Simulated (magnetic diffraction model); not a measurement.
# Magnetic neutron pattern of InGaFeS4

Space group R3m (no. 160), a = 4.1340 Å, c = 29.6410 Å.

| site | atom | x | y | z |
| --- | --- | --- | --- | --- |
| 3a | In | 0 | 0 | 0.0009 |
| 3a | Ga | 0 | 0 | 0.2107 |
| 3a | Fe | 2/3 | 1/3 | 0.1201 |
| 3a | S | 0 | 0 | 0.2888 |
| 3a | S | 2/3 | 1/3 | 0.0382 |
| 3a | S | 0 | 0 | 0.1325 |
| 3a | S | 2/3 | 1/3 | 0.2040 |

This is a made-up structure (elements placed in a structure type, unrelaxed), so the numbers test the method and describe no known phase.

Only Fe is taken to order (form factors of Fe2+); orders and moment sizes are assumed, and not adapted to the symmetry. Radiation: neutrons of λ = 1.8 Å, 5° to 55°; isotropic B of 0.69 Å² (In), 0.76 Å² (Ga), 0.73 Å² (Fe) and 1.03 Å² (S). The intensities are simulated: I ∝ L Σ (|F_N|² + |F_M⊥|²) for unpolarised neutrons, with F_M = 2.695 fm/μB × Σ f(s) S exp(2πi Q·r) exp(−B s²) at Q = H ± k (one set where k and −k are equivalent), only the part normal to Q counting and L = 1/(sin²θ cos θ). For collinear order S is the moment m, which repeats by lattice and centring translations R with the sign exp(−2πi k·R). Form factors are spin-only for 3d ions and dipole or tabulated for f ions, scattering lengths are Sears's of 1992, and absorption is left out. A label names one of the reflections at its angle. The strongest nuclear line in the range is 100, and lines under 0.2 are left out.

Assume the order k = (0 0 3/2), collinear moments along [120], 3.82 μB on Fe.

Q: Where does magnetic intensity appear, and how strong is it?

```csv
2θ (°),index,nuclear,magnetic
5.22,(0 0 3/2),0.0,305.4
10.45,(0 0 3),40.7,0.0
15.71,(0 0 9/2),0.0,30.6
20.99,(0 0 6),2.2,0.0
26.33,(0 0 15/2),0.0,9.0
29.17,(1 0 -1/2),0.0,10.4
29.34,(1 0 1),31.9,0.0
29.98,(0 1 2),70.9,0.0
30.45,(1 0 5/2),0.0,10.0
31.68,(0 1 7/2),0.0,9.5
31.72,(0 0 9),22.9,0.0
32.42,(1 0 4),28.5,0.0
34.16,(0 1 5),25.6,0.0
35.13,(1 0 11/2),0.0,8.1
37.18,(0 0 21/2),0.0,3.5
37.28,(0 1 13/2),0.0,7.1
38.44,(1 0 7),0.9,0.0
40.92,(0 1 8),2.0,0.0
42.23,(1 0 17/2),0.0,5.3
42.74,(0 0 12),23.6,0.0
44.99,(0 1 19/2),0.0,4.5
46.43,(1 0 10),43.8,0.0
48.40,(0 0 27/2),0.0,1.5
49.42,(0 1 11),7.4,0.0
50.97,(1 0 23/2),0.0,3.0
51.62,(1 1 0),100.0,0.0
51.93,(1 1 3/2),0.0,3.5
52.83,(1 1 3),10.4,0.0
54.16,(0 1 25/2),0.0,2.5
54.19,(0 0 15),4.6,0.0
54.30,(1 1 9/2),0.0,3.2
```

The strongest magnetic line in the range is (0 0 3/2) at 5.22° (305.4). On top of the Lorentz factor, which all lines share, magnetic lines fade with angle because f falls: for Fe2+ it is 0.90, 0.68, 0.45 and 0.15 at sin θ/λ = 0.1, 0.2, 0.3 and 0.5 Å⁻¹, while nuclear lengths stay constant. The order has no net moment.

[Logs are printed without paths, hosts, clocks, repeated set-up lines and the standing remarks that a program may print on its own settings, such as how far it seeks lower states.]
